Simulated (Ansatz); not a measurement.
# Cd3Mo: relaxing a made-up structure

This structure for Cd3Mo is made up. Its elements were placed in a known structure type with a cell scaled to their sizes. What cell does the guess relax to, and how far off was it?

Program: Ansatz 0.2.0. Level of theory: DFT, PBE, plane-wave PAW, default files, scalar-relativistic, no spin, cell and ions relaxed at zero pressure, in the first sound run; inputs show where later runs differ. Results are calculated unless marked as measured.

## Step 1: Starting point

The structure is tetragonal, space group I4/mmm (No. 139). The conventional cell has a = 4.206 Å, b = 4.206 Å, c = 8.926 Å, α = 90.00°, β = 90.00°, γ = 90.00°. Cd has 4 Mo at 2.97 Å and 8 Cd at 3.07 Å nearest. Cd has 8 Cd at 2.97 to 3.07 Å and 4 Mo at 3.07 Å nearest. Nearest to Mo lie 12 Cd at 2.97 to 3.07 Å. Farther neighbours are not listed.

## Step 2: Relaxing cell and atoms

The guessed cell has no reason to be at equilibrium. It is relaxed with the atoms, within the space group of the guess.

The input, input.yaml:

```yaml
crystal:
  lattice:
    - [-2.103, 2.103, 4.463]
    - [2.103, -2.103, 4.463]
    - [2.103, 2.103, -4.463]
  atoms:
    - { symbol: Cd, position: [0.5, 0.5, 0.0] }
    - { symbol: Cd, position: [0.25, 0.75, 0.5] }
    - { symbol: Cd, position: [0.75, 0.25, 0.5] }
    - { symbol: Mo, position: [0.0, 0.0, 0.0] }
kpoints:
  mp_grid: { grid: [9, 9, 9] }
scf:
  occupations: { method: fermi_dirac, width: 0.05 }
hamiltonian:
  xc: pbe
  pseudopotentials: { kind: paw }
relax:
  f_tol: 0.015
  max_steps: 70
  cell: {}
output:
  forces: true
  stress: true
```

Run with:

```sh
> ansatz run input.yaml --threads 4 --pin off --max-ram 8192MiB --backend cpu --events-out ev --progress --plain --runs-dir out
```

Numbers of over 12 decimals in the logs are rounded to 6 here.

Log:

```text
Engine: ansatz 0.2.0, aarch64-unknown-linux-gnu
Pseudopotentials: kind: paw
Pseudopotential: Cd, paw, valence charge 20, recommended cutoff 420 eV (normal), Cd.paw.azcp
Pseudopotential: Mo, paw, valence charge 14, recommended cutoff 420 eV (normal), Mo.paw.azcp
Functional definition: PBE
  parameter kappa = 0.804
  parameter beta = 0.066725
  exchange = pbe_x(kappa = kappa, mu = beta*pi^2/3)
  correlation = pbe_c(beta = beta)
Crystal: 4 atoms, lattice volume = 78.952 Å³
Basis set: ecut = 420 eV, 1523 PW (Γ), exchange–correlation on 72×72×72 points (8 copies of the dense FFT grid, shifted against one another)
Bands: 45, of which v1, the nominal top of the filled ones, is band 37 counted from 1 (36 counted from 0)
Symmetry: 16 space group operations
Space group: I4/mmm (ITA 139), of the structure as read, at distance tolerance 4.3e-5 Å
k-points: 75 of 729
Non-local potential: Cd, projectors of the file, l = 0: 3, l = 1: 2, l = 2: 2, l = 3: 1
Non-local potential: Mo, projectors of the file, l = 0: 3, l = 1: 2, l = 2: 2, l = 3: 1
PAW form: soft (Blöchl's): semilocal exchange-correlation on the pseudo side does not see the compensation charge
PAW one-centre angular grid: Cd, 590 points (default); XC on 64 Gauss nodes
PAW one-centre angular grid: Mo, 590 points (default); XC on 64 Gauss nodes
Initial density: superposition of atomic densities (neutral atoms: chi_scale 0, normalization atom), corrected by the library's trained network
Initial wavefunctions: pseudopotential atomic-orbital guess
Functional: x = pbe(κ = 0.804, μ = 0.219515), c = pbe(β = 0.066725)
SCF iter   1: F=—  HF=-29717.329873 eV  |F-HF|=—  |Δ(HF+E_count)|=         —  Δρ=7.70e-3  dr2=2.37e-2  ethr=1.77e-3  ⟨swp⟩=6.1  Hψ=11498  notcnv=0  defer=18
preconditioner: auto → Kerker (q_TF=auto, 2.699 Å⁻¹)  [metal: Δε(μ)=0.008 eV  Ē_g=10.833 eV  σ=0.050 eV  W_gap=0.04  n_scr=30 (ndim 8)  ℏωp=27.1 eV  f_vac=0.000  D(μ)=3.71/eV (n_scr^D=32)]
SCF iter   2: F=—  HF=-29717.328415 eV  |F-HF|=—  |Δ(HF+E_count)|=   1.46e-3  Δρ=4.07e-3  dr2=8.21e-3  ethr=3.21e-5  ⟨swp⟩=1.7  Hψ=4091  notcnv=0  defer=70
SCF iter   3: F=—  HF=-29717.327057 eV  |F-HF|=—  |Δ(HF+E_count)|=   1.36e-3  Δρ=6.75e-4  dr2=7.89e-4  ethr=1.11e-5  ⟨swp⟩=2.0  Hψ=3465  notcnv=0  defer=70
SCF iter   4: F=—  HF=-29717.326883 eV  |F-HF|=—  |Δ(HF+E_count)|=   1.74e-4  Δρ=2.10e-4  dr2=5.11e-5  ethr=1.07e-6  ⟨swp⟩=2.0  Hψ=3983  notcnv=0  defer=70
SCF iter   5: F=—  HF=-29717.326873 eV  |F-HF|=—  |Δ(HF+E_count)|=   9.86e-6  Δρ=6.70e-5  dr2=3.84e-6  ethr=6.90e-8  ⟨swp⟩=2.0  Hψ=5362  notcnv=0  defer=70
SCF iter   6: F=—  HF=-29717.326872 eV  |F-HF|=—  |Δ(HF+E_count)|=   8.58e-7  Δρ=1.93e-5  dr2=3.17e-7  ethr=5.19e-9  ⟨swp⟩=2.0  Hψ=5320  notcnv=0  defer=70
SCF iter   7: F=-29717.326872 eV  HF=-29717.326872 eV  |F-HF|=2.87e-9  |Δ(HF+E_count)|=   3.37e-8  Δρ=4.13e-6  dr2=1.51e-8  ethr=1.35e-10  ⟨swp⟩=4.0  Hψ=9713  notcnv=0
SCF 1 converged in 7 iterations: F = -29717.326872 eV  dr2 = 1.51e-8
  greatest PAW one-centre occupation: 1.000 electrons in one spin orbital (limit 2), on the Cd atom at site 0 (counted from 0), in its partial waves of l = 0
relax step   1: F+E_penalty+E_count = -29717.32687201 eV  Δ(F+E_penalty+E_count) = +0.000e0 eV  max|allowed force component| = 4.337e-18 eV/Å  Δτ_max = 0.0000 Å  P = -0.931 GPa  Ω = 78.952 Å³  (7 SCF iters, dr2 threshold 1.00e-7 eV, accepted)
Crystal: 4 atoms, lattice volume = 77.277 Å³
Basis set: ecut = 420 eV, 1515 PW (Γ), exchange–correlation on 72×72×72 points (8 copies of the dense FFT grid, shifted against one another)
Initial density: handed on by an earlier stage of this run
Initial wavefunctions: those handed on with the density
iter 1 solved again at ethr=1.89e-6 eV; its pass at ethr=3.10e-3 eV (dr2=1.40e-3 eV) is discarded
SCF iter   1: F=—  HF=-29717.327667 eV  |F-HF|=—  |Δ(HF+E_count)|=         —  Δρ=1.39e-3  dr2=1.37e-3  ethr=1.89e-6  ⟨swp⟩=2.0  Hψ=14330  notcnv=0
preconditioner: auto → Kerker (q_TF=auto, 2.709 Å⁻¹)  [metal: Δε(μ)=0.004 eV  Ē_g=10.936 eV  σ=0.050 eV  W_gap=0.02  n_scr=30 (ndim 8)  ℏωp=27.4 eV  f_vac=0.000  D(μ)=3.69/eV (n_scr^D=32)]
SCF iter   2: F=—  HF=-29717.327362 eV  |F-HF|=—  |Δ(HF+E_count)|=   3.05e-4  Δρ=7.00e-4  dr2=4.01e-4  ethr=1.85e-6  ⟨swp⟩=2.0  Hψ=4556  notcnv=0
SCF iter   3: F=—  HF=-29717.327254 eV  |F-HF|=—  |Δ(HF+E_count)|=   1.08e-4  Δρ=2.05e-4  dr2=4.03e-5  ethr=5.42e-7  ⟨swp⟩=2.4  Hψ=4997  notcnv=0
SCF iter   4: F=—  HF=-29717.327273 eV  |F-HF|=—  |Δ(HF+E_count)|=   1.95e-5  Δρ=5.20e-5  dr2=2.85e-6  ethr=5.45e-8  ⟨swp⟩=2.0  Hψ=4755  notcnv=0
iter 5 did not close the SCF: its close was put off for the readings that it lacked (scf_convergence_deferred on its scf_iter line)
SCF iter   5: F=-29717.327273 eV  HF=-29717.327273 eV  |F-HF|=1.38e-7  |Δ(HF+E_count)|=   6.39e-7  Δρ=1.35e-5  dr2=2.28e-7  ethr=3.85e-9  ⟨swp⟩=2.7  Hψ=5234  notcnv=0
SCF iter   6: F=-29717.327273 eV  HF=-29717.327273 eV  |F-HF|=1.75e-8  |Δ(HF+E_count)|=   4.28e-8  Δρ=4.47e-6  dr2=2.72e-8  ethr=3.08e-10  ⟨swp⟩=2.4  Hψ=9929  notcnv=0
SCF 2 converged in 6 iterations: F = -29717.327273 eV  dr2 = 2.72e-8
relax step   2: F+E_penalty+E_count = -29717.32727271 eV  Δ(F+E_penalty+E_count) = -4.007e-4 eV  max|allowed force component| = 8.674e-18 eV/Å  Δτ_max = 0.0000 Å  P = +1.102 GPa  Ω = 77.277 Å³  energy of the carried Pulay correction = +6.351e-4 eV  (6 SCF iters, dr2 threshold 4.00e-7 eV, rejected (line search))
Crystal: 4 atoms, lattice volume = 78.236 Å³
iter 1 solved again at ethr=5.69e-7 eV; its pass at ethr=3.10e-3 eV (dr2=4.21e-4 eV) is discarded
SCF iter   1: F=—  HF=-29717.329948 eV  |F-HF|=—  |Δ(HF+E_count)|=         —  Δρ=7.48e-4  dr2=4.29e-4  ethr=5.69e-7  ⟨swp⟩=2.0  Hψ=14892  notcnv=0
preconditioner: auto → Kerker (q_TF=auto, 2.703 Å⁻¹)  [metal: Δε(μ)=0.008 eV  Ē_g=10.880 eV  σ=0.050 eV  W_gap=0.04  n_scr=30 (ndim 8)  ℏωp=27.2 eV  f_vac=0.000  D(μ)=3.77/eV (n_scr^D=32)]
SCF iter   2: F=—  HF=-29717.329846 eV  |F-HF|=—  |Δ(HF+E_count)|=   1.02e-4  Δρ=3.65e-4  dr2=1.17e-4  ethr=5.69e-7  ⟨swp⟩=2.5  Hψ=4504  notcnv=0
SCF iter   3: F=—  HF=-29717.329813 eV  |F-HF|=—  |Δ(HF+E_count)|=   3.31e-5  Δρ=1.17e-4  dr2=1.24e-5  ethr=1.58e-7  ⟨swp⟩=2.7  Hψ=4931  notcnv=0
SCF iter   4: F=—  HF=-29717.329821 eV  |F-HF|=—  |Δ(HF+E_count)|=   7.68e-6  Δρ=2.88e-5  dr2=7.36e-7  ethr=1.68e-8  ⟨swp⟩=2.1  Hψ=4852  notcnv=0
SCF iter   5: F=—  HF=-29717.329824 eV  |F-HF|=—  |Δ(HF+E_count)|=   3.23e-6  Δρ=6.80e-6  dr2=5.51e-8  ethr=9.95e-10  ⟨swp⟩=2.4  Hψ=5388  notcnv=0
SCF iter   6: F=—  HF=-29717.329824 eV  |F-HF|=—  |Δ(HF+E_count)|=   9.09e-9  Δρ=2.38e-6  dr2=8.44e-9  ethr=7.45e-11  ⟨swp⟩=2.2  Hψ=3960  notcnv=0
SCF iter   7: F=—  HF=-29717.329824 eV  |F-HF|=—  |Δ(HF+E_count)|=   1.77e-9  Δρ=6.83e-7  dr2=3.83e-10  ethr=1.14e-11  ⟨swp⟩=2.0  Hψ=3792  notcnv=0
SCF iter   8: F=-29717.329824 eV  HF=-29717.329824 eV  |F-HF|=3.64e-12  |Δ(HF+E_count)|=  4.73e-11  Δρ=2.12e-7  dr2=3.14e-11  ethr=1.00e-12  ⟨swp⟩=4.0  Hψ=10963  notcnv=0
SCF 3 converged in 8 iterations: F = -29717.329824 eV  dr2 = 3.14e-11
relax step   3: F+E_penalty+E_count = -29717.32982375 eV  Δ(F+E_penalty+E_count) = -2.952e-3 eV  max|allowed force component| = 2.602e-18 eV/Å  Δτ_max = 0.0000 Å  P = -0.088 GPa  Ω = 78.236 Å³  energy of the carried Pulay correction = +2.707e-4 eV  (8 SCF iters, accepted)
Crystal: 4 atoms, lattice volume = 78.135 Å³
iter 1 solved again at ethr=8.18e-8 eV; its pass at ethr=3.10e-3 eV (dr2=6.05e-5 eV) is discarded
SCF iter   1: F=—  HF=-29717.330040 eV  |F-HF|=—  |Δ(HF+E_count)|=         —  Δρ=2.36e-4  dr2=3.22e-5  ethr=8.18e-8  ⟨swp⟩=2.2  Hψ=14206  notcnv=0
preconditioner: auto → Kerker (q_TF=auto, 2.704 Å⁻¹)  [metal: Δε(μ)=0.007 eV  Ē_g=10.877 eV  σ=0.050 eV  W_gap=0.03  n_scr=30 (ndim 8)  ℏωp=27.2 eV  f_vac=0.000  D(μ)=3.76/eV (n_scr^D=32)]
SCF iter   2: F=—  HF=-29717.330034 eV  |F-HF|=—  |Δ(HF+E_count)|=   5.25e-6  Δρ=1.35e-4  dr2=1.22e-5  ethr=4.36e-8  ⟨swp⟩=1.0  Hψ=3377  notcnv=0
SCF iter   3: F=—  HF=-29717.330032 eV  |F-HF|=—  |Δ(HF+E_count)|=   1.90e-6  Δρ=2.27e-5  dr2=7.80e-7  ethr=1.65e-8  ⟨swp⟩=1.9  Hψ=3553  notcnv=0
SCF iter   4: F=—  HF=-29717.330032 eV  |F-HF|=—  |Δ(HF+E_count)|=   1.92e-7  Δρ=9.77e-6  dr2=1.50e-7  ethr=1.05e-9  ⟨swp⟩=2.9  Hψ=5762  notcnv=0
iter 5 did not close the SCF: its close was put off for the readings that it lacked (scf_convergence_deferred on its scf_iter line)
SCF iter   5: F=-29717.330032 eV  HF=-29717.330032 eV  |F-HF|=7.71e-9  |Δ(HF+E_count)|=   4.57e-8  Δρ=2.81e-6  dr2=1.14e-8  ethr=2.03e-10  ⟨swp⟩=2.8  Hψ=5597  notcnv=0
SCF iter   6: F=-29717.330032 eV  HF=-29717.330032 eV  |F-HF|=1.06e-10  |Δ(HF+E_count)|=   1.04e-9  Δρ=6.91e-7  dr2=3.70e-10  ethr=1.54e-11  ⟨swp⟩=2.0  Hψ=8674  notcnv=0
SCF 4 converged in 6 iterations: F = -29717.330032 eV  dr2 = 3.70e-10
relax step   4: F+E_penalty+E_count = -29717.33003217 eV  Δ(F+E_penalty+E_count) = -2.084e-4 eV  max|allowed force component| = 1.561e-17 eV/Å  Δτ_max = 0.0000 Å  P = +0.043 GPa  Ω = 78.135 Å³  energy of the carried Pulay correction = +3.105e-4 eV  (6 SCF iters, dr2 threshold 6.94e-8 eV, accepted)
Crystal: 4 atoms, lattice volume = 78.178 Å³
iter 1 solved again at ethr=1.36e-7 eV; its pass at ethr=3.10e-3 eV (dr2=1.01e-4 eV) is discarded
SCF iter   1: F=—  HF=-29717.330119 eV  |F-HF|=—  |Δ(HF+E_count)|=         —  Δρ=2.83e-4  dr2=4.90e-5  ethr=1.36e-7  ⟨swp⟩=2.1  Hψ=14227  notcnv=0
preconditioner: auto → Kerker (q_TF=auto, 2.703 Å⁻¹)  [metal: Δε(μ)=0.003 eV  Ē_g=10.872 eV  σ=0.050 eV  W_gap=0.02  n_scr=30 (ndim 8)  ℏωp=27.2 eV  f_vac=0.000  D(μ)=3.76/eV (n_scr^D=32)]
SCF iter   2: F=—  HF=-29717.330126 eV  |F-HF|=—  |Δ(HF+E_count)|=   6.98e-6  Δρ=1.63e-4  dr2=1.78e-5  ethr=6.62e-8  ⟨swp⟩=1.0  Hψ=3376  notcnv=0
SCF iter   3: F=—  HF=-29717.330124 eV  |F-HF|=—  |Δ(HF+E_count)|=   2.49e-6  Δρ=2.40e-5  dr2=1.00e-6  ethr=2.41e-8  ⟨swp⟩=1.9  Hψ=3535  notcnv=0
SCF iter   4: F=—  HF=-29717.330123 eV  |F-HF|=—  |Δ(HF+E_count)|=   2.40e-7  Δρ=1.23e-5  dr2=1.86e-7  ethr=1.35e-9  ⟨swp⟩=2.5  Hψ=5404  notcnv=0
iter 5 did not close the SCF: its close was put off for the readings that it lacked (scf_convergence_deferred on its scf_iter line)
SCF iter   5: F=-29717.330123 eV  HF=-29717.330123 eV  |F-HF|=6.22e-9  |Δ(HF+E_count)|=   5.82e-8  Δρ=2.90e-6  dr2=1.11e-8  ethr=2.51e-10  ⟨swp⟩=2.2  Hψ=5013  notcnv=0
SCF iter   6: F=-29717.330123 eV  HF=-29717.330123 eV  |F-HF|=1.24e-10  |Δ(HF+E_count)|=   1.19e-9  Δρ=8.11e-7  dr2=4.12e-10  ethr=1.51e-11  ⟨swp⟩=2.0  Hψ=9117  notcnv=0
SCF 5 converged in 6 iterations: F = -29717.330123 eV  dr2 = 4.12e-10
relax step   5: F+E_penalty+E_count = -29717.33012325 eV  Δ(F+E_penalty+E_count) = -9.108e-5 eV  max|allowed force component| = 1.041e-17 eV/Å  Δτ_max = 0.0000 Å  P = +0.007 GPa  Ω = 78.178 Å³  energy of the carried Pulay correction = +2.963e-4 eV  (6 SCF iters, dr2 threshold 4.84e-8 eV, accepted)
Initial wavefunctions: pseudopotential atomic-orbital guess (no wavefunctions were taken with the density)
iter 1 solved again at ethr=1.39e-8 eV; its pass at ethr=3.10e-3 eV (dr2=1.03e-5 eV) is discarded
SCF iter   1: F=—  HF=-29717.329811 eV  |F-HF|=—  |Δ(HF+E_count)|=         —  Δρ=3.21e-5  dr2=1.34e-7  ethr=1.39e-8  ⟨swp⟩=3.5  Hψ=20384  notcnv=0
preconditioner: auto → Kerker (q_TF=auto, 2.703 Å⁻¹)  [metal: Δε(μ)=0.004 eV  Ē_g=10.871 eV  σ=0.050 eV  W_gap=0.02  n_scr=30 (ndim 8)  ℏωp=27.2 eV  f_vac=0.000  D(μ)=3.76/eV (n_scr^D=32)]
SCF iter   2: F=—  HF=-29717.329816 eV  |F-HF|=—  |Δ(HF+E_count)|=   4.74e-6  Δρ=1.61e-5  dr2=3.54e-8  ethr=1.81e-10  ⟨swp⟩=2.0  Hψ=5655  notcnv=0
SCF iter   3: F=—  HF=-29717.329816 eV  |F-HF|=—  |Δ(HF+E_count)|=   3.08e-8  Δρ=3.56e-6  dr2=2.84e-9  ethr=4.79e-11  ⟨swp⟩=2.5  Hψ=5568  notcnv=0
SCF iter   4: F=—  HF=-29717.329816 eV  |F-HF|=—  |Δ(HF+E_count)|=   1.28e-9  Δρ=2.88e-7  dr2=5.80e-11  ethr=3.84e-12  ⟨swp⟩=2.0  Hψ=4789  notcnv=0
iter 5 did not close the SCF: its close was put off for the readings that it lacked (scf_convergence_deferred on its scf_iter line)
SCF iter   5: F=-29717.329816 eV  HF=-29717.329816 eV  |F-HF|=1.46e-11  |Δ(HF+E_count)|=  1.09e-11  Δρ=5.28e-8  dr2=3.93e-12  ethr=1.00e-12  ⟨swp⟩=1.0  Hψ=3375  notcnv=0
iter 6 did not close the SCF: its close was put off for the readings that it lacked (scf_convergence_deferred on its scf_iter line)
SCF iter   6: F=-29717.329816 eV  HF=-29717.329816 eV  |F-HF|=3.64e-12  |Δ(HF+E_count)|=  3.64e-12  Δρ=2.13e-8  dr2=6.69e-13  ethr=1.00e-12  ⟨swp⟩=1.0  Hψ=3375  notcnv=0
iter 7 did not close the SCF: its close was put off for the readings that it lacked (scf_convergence_deferred on its scf_iter line)
SCF iter   7: F=-29717.329816 eV  HF=-29717.329816 eV  |F-HF|=7.28e-12  |Δ(HF+E_count)|=    0.00e0  Δρ=7.81e-9  dr2=4.71e-14  ethr=1.00e-12  ⟨swp⟩=1.0  Hψ=3375  notcnv=0
iter 8 did not close the SCF: its close was put off for the readings that it lacked (scf_convergence_deferred on its scf_iter line)
SCF iter   8: F=-29717.329816 eV  HF=-29717.329816 eV  |F-HF|=7.28e-12  |Δ(HF+E_count)|=  7.28e-12  Δρ=2.48e-9  dr2=6.71e-15  ethr=1.00e-12  ⟨swp⟩=1.0  Hψ=3375  notcnv=0
SCF iter   9: F=-29717.329816 eV  HF=-29717.329816 eV  |F-HF|=1.82e-11  |Δ(HF+E_count)|=  7.28e-12  Δρ=8.03e-10  dr2=4.37e-16  ethr=1.00e-12  ⟨swp⟩=1.0  Hψ=7050  notcnv=0
SCF 6 converged in 9 iterations: F = -29717.329816 eV  dr2 = 4.37e-16
relax step   6: F+E_penalty+E_count = -29717.32981562 eV  Δ(F+E_penalty+E_count) = +3.076e-4 eV  max|allowed force component| = 6.939e-18 eV/Å  Δτ_max = 0.0000 Å  P = +0.008 GPa  Ω = 78.178 Å³  stress off target by 2.91e-2 GPa  SCF on the basis re-selected at this cell (its energy is not comparable with the rows above)  (9 SCF iters)
basis re-selected at this cell: Δ(F+E_penalty+E_count) = +3.076e-4 eV, ΔP = +0.002 GPa vs the last step (what re-selecting the basis moved, of the pressure what is left beyond the Pulay correction that the steps carried, after the strain that the cell walked since its last selection, with what the two solves' SCF thresholds leave and, on support functions, any second-order correction that the steps lacked; it is no m [...]
SCF converged after 9 iterations
Free energy (F): -29717.329816 eV
Harris-Foulkes:  -29717.329816 eV  (|F-HF|=1.82e-11)
Internal energy: -29717.298801 eV  (E = F + TS)
E sigma→0 (E₀):  -29717.314308 eV
Entropy (-TS):   -0.031014 eV (-7.754 meV/atom)
Fermi energy:    16.027189 eV
--- Per-component energies (eV) ---
  E_band       = -1189.228030
  E_kinetic    = 1954.371990
  E_local      = -9428.150821  (includes V_loc(G=0)·N_el)
  E_nonlocal   = 240.622162
  E_hartree    = 4347.375091
  E_xc         = -714.400347
  E_vxc        = -894.992613  (∫ρ·V_xc dr)
  E_paw        = -15446.060254  (= ΣΔE_a)
  E_vpaw       = -1755.829011  (= ΣTr[D̂ρ^β])
  E_aug_tail   = 0.000082  (compensation charges beyond the density's cutoff)
  E_ewald      = -10671.056704
  E_smearing   = -0.031014  (= −TS)
  E_closure    = 0.000000  (closes the sum)
  Σ components = -29717.329816   (vs F -29717.329816, Δ=0.00e0)
--- Forces (eV/Å), atoms counted from 1 ---
  atom   1  Cd     0.00000000    -0.00000000    -0.00000000
  atom   2  Cd     0.00000000     0.00000000     0.00000000
  atom   3  Cd     0.00000000    -0.00000000     0.00000000
  atom   4  Mo     0.00000000     0.00000000    -0.00000000
  max |Σ_I F_I| component: 6.09e-28 eV/Å
--- Stress (GPa, compression-positive) ---
       -0.001993       0.000000       0.000000
        0.000000      -0.001993       0.000000
        0.000000       0.000000       0.029106
  P = ⅓ Tr σ = 0.0084 GPa (0.084 kbar)
--- Relaxed structure (5 steps of the walk, 4 accepted, 1 SCFs on fresh bases) ---
  F+E_penalty+E_count = -29717.32981562 eV   max|allowed force component| = 6.939e-18 eV/Å   (the final SCF, on the basis selected at the relaxed cell)
  cell:  # Å, volume = 78.1776 Å³
    - [-2.089387, 2.089387, 4.476975]
    - [2.089387, -2.089387, 4.476975]
    - [2.089387, 2.089387, -4.476975]
  atoms:
    - { symbol: Cd, position: [0.500000, 0.500000, 0] }
    - { symbol: Cd, position: [0.250000, 0.750000, 0.500000] }
    - { symbol: Cd, position: [0.750000, 0.250000, 0.500000] }
    - { symbol: Mo, position: [0, 0, 0] }
```

It took 19 s on 4 threads of Arm Neoverse V1, shared host; peak memory 0.53 GiB.

Relaxation path:

```csv
step,energy less that of the first step (eV),largest force component (eV/Å),pressure (GPa),volume (Å³)
1,0.0000,0.0000,-0.93,78.95
2,-0.0004,0.0000,1.10,77.28
3,-0.0030,0.0000,-0.09,78.24
4,-0.0032,0.0000,0.04,78.13
5,-0.0033,0.0000,0.01,78.18
6*,-0.0029,0.0000,0.01,78.18
```

Relaxation steps marked * repeat the geometry before them on a plane-wave basis chosen anew for their cell, so energy and pressure can jump there. Relaxation step 2 was tried and not accepted.

The run keeps the 16 symmetry operations that it works with, so distortions that break them were not tested.

```
conventional cell, symmetrised  before  after  change
                         a (Å)   4.206  4.179  -0.6 %
                         b (Å)   4.206  4.179  -0.6 %
                         c (Å)   8.926  8.954  +0.3 %
              volume (Å³/atom)   19.74  19.54  -1.0 %
```

Numbers from this step:

```yaml
free_energy: -29717.3298 eV
energy_at_zero_smearing: -29717.3143 eV
smearing_term_ts: 0.03101 eV
fermi_energy: 16.03 eV
electrons: 74
symmetry_operations: 16
pressure: 0.008373 GPa
```

Shortest distances by pair of elements, guess and relaxed (not always the same contact):

```csv
pair,guess (Å),relaxed (Å)
Cd–Cd,2.974,2.955
Cd–Mo,2.974,2.955
Mo–Mo,4.206,4.179
```

The relaxation ends with a pressure of 0.01 GPa.

(Part 1 of 2 ends here.)

[Logs are printed without paths, hosts, clocks, repeated set-up lines and the standing remarks that a program may print on its own settings, such as how far it seeks lower states.]

[Hosts, paths, dates, database ids (printed as entryN), source tags and the programs' standing remarks are cut or masked in the printed files.]
